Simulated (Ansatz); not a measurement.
Rows from a G0W0 calculation on Bi2S2O (P4/nmm) (Ansatz 0.2.0; G0W0 on LDA, plane waves, PAW; 4×4×2 mesh, 1009 empty bands, screening to 160 eV), in eV. Spin-orbit coupling is left out.

```csv
row,k,band,start,Σx,Σc at the solution,Vxc
A,"(0.000, -0.500, 0.000)",v1,8.248,-17.341,0.701,-16.460
B,"(0.000, -0.500, 0.000)",c3,9.706,-10.754,-3.438,-14.406
C,"(0.000, -0.500, 0.000)",v3,7.752,-18.727,1.885,-16.593
D,"(0.000, -0.500, 0.000)",c1,9.158,-11.212,-3.183,-14.547
```

Question: Give the quasiparticle energies and the shift of each level.

The quasiparticle equation reads E = start + Σx + Σc(E) − Vxc.

```csv
row,E (eV),shift (eV)
A,8.066,−0.181
B,9.919,+0.213
C,7.503,−0.249
D,9.311,+0.153
```

Limits: not at the basis limit; no spin-orbit coupling; coarse k mesh.

[Paths, hosts, dates, memory and timing lines, banners, echoed tables and standing remarks are left out of the program output.]

[Logs are printed without paths, hosts, clocks, repeated set-up lines and the standing remarks that a program may print on its own settings, such as how far it seeks lower states.]

[Runs of the session that timed out or met a known fault of the program may be left out.]

[Cells called generated may have been cut or substituted from an entry of the Crystallography Open Database or the Materials Project.]

[Hosts, paths, dates, database ids (printed as entryN), source tags and the programs' standing remarks are cut or masked in the printed files.]
